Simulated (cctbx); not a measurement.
**Diagnosing a refinement**

Cell a = 10.1280 Å, b = 10.1280 Å, c = 10.1280 Å, α = 90.00°, β = 90.00°, γ = 90.00°; space group Pm-3n (no. 223).

Simulated single-crystal data (cctbx): Cu Kα, λ = 1.54184 Å, to d = 0.83 Å, 95 % of the full sphere, strongest reflection 70000 counts, noise from counting, a 6 % proportional error and a noise floor of 15 counts (s.d.); no absorption.

An anisotropic refinement with weights 1/σ² prints:

```text
Rint 0.047, 18 unique reflections to 2.03 A
cycle     R1     wR2    GooF  max shift (A)
   1  0.0055  0.0202   1.929   0.00164
   2  0.0033  0.0073   0.700   0.00003
final R1 0.0033 wR2 0.0073 GooF 0.700  parameters 11  data/parameter 1.6
atom        x        y        z      Ueq    occ   su(xyz)  su(Uiso or U11)
Nd1    0.00000  0.50000  0.75000   0.0189  1.000  0.00000  0.0022
Nd2    0.50000  0.50000  0.50000   0.0168  1.000  0.00000  0.0025
Sn1    0.75000  0.25000  0.25000   0.0192  1.000  0.00000  0.0021
In1    0.81414  0.65402  0.50000   0.0118  1.000  0.00012  0.0030
difference map: max 0.04 min -0.09 rms 0.02
Q1    0.0000  0.3625  0.3547   24    0.04  1.75 A from Nd1
Q2    0.0833  0.3333  0.3750   48    0.04  1.64 A from In1
Q3    0.0000  0.1411  0.3211   24    0.03  0.15 A from In1
Q4    0.1229  0.1229  0.1229   16    0.03  2.16 A from Nd2
Q5    0.2500  0.2500  0.2500    8   -0.00  0.00 A from Sn1
```

Q: Accept it or mend it, and why?

Mend it. The fault: data cut at low resolution. Against the right model at the same level, R1 goes from 0.0050 to 0.0033 and GooF from 0.95 to 0.70. The atoms are right, but there are too few data for the parameters: R1 flatters and the s.u.s grow. Data per parameter fall from 17.5 to 1.6.

The compound is NdIn3Sn. The right model at the same level gives:

```text
Rint 0.049, 192 unique reflections to 0.83 A
cycle     R1     wR2    GooF  max shift (A)
   1  0.0255  0.1118   8.578   0.00040
   2  0.0050  0.0124   0.949   0.00000
final R1 0.0050 wR2 0.0124 GooF 0.949  parameters 11  data/parameter 17.5
atom        x        y        z      Ueq    occ   su(xyz)  su(Uiso or U11)
Nd1    0.00000  0.50000  0.75000   0.0190  1.000  0.00000  0.0001
Nd2    0.50000  0.50000  0.50000   0.0156  1.000  0.00000  0.0001
Sn1    0.75000  0.25000  0.25000   0.0201  1.000  0.00000  0.0001
In1    0.81420  0.65391  0.50000   0.0117  1.000  0.00001  0.0001
difference map: max 0.34 min -0.23 rms 0.07
Q1    0.0000  0.3515  0.3632   24    0.35  1.89 A from Nd1
Q2    0.0000  0.0000  0.1567   12    0.30  1.59 A from Nd2
Q3    0.0000  0.2371  0.1639   24    0.23  1.74 A from In1
Q4    0.0000  0.5000  0.1547   12    0.21  0.97 A from Nd1
Q5    0.1189  0.3482  0.3087   48    0.18  1.76 A from Sn1
Q6    0.0443  0.1199  0.1295   48    0.17  1.84 A from Nd2
```

This is a model crystal, built by substitution and not relaxed, with assumed displacement parameters.

[Middle refinement cycles are left out of these outputs.]

[Logs are printed without paths, hosts, clocks, repeated set-up lines and the standing remarks that a program may print on its own settings, such as how far it seeks lower states.]
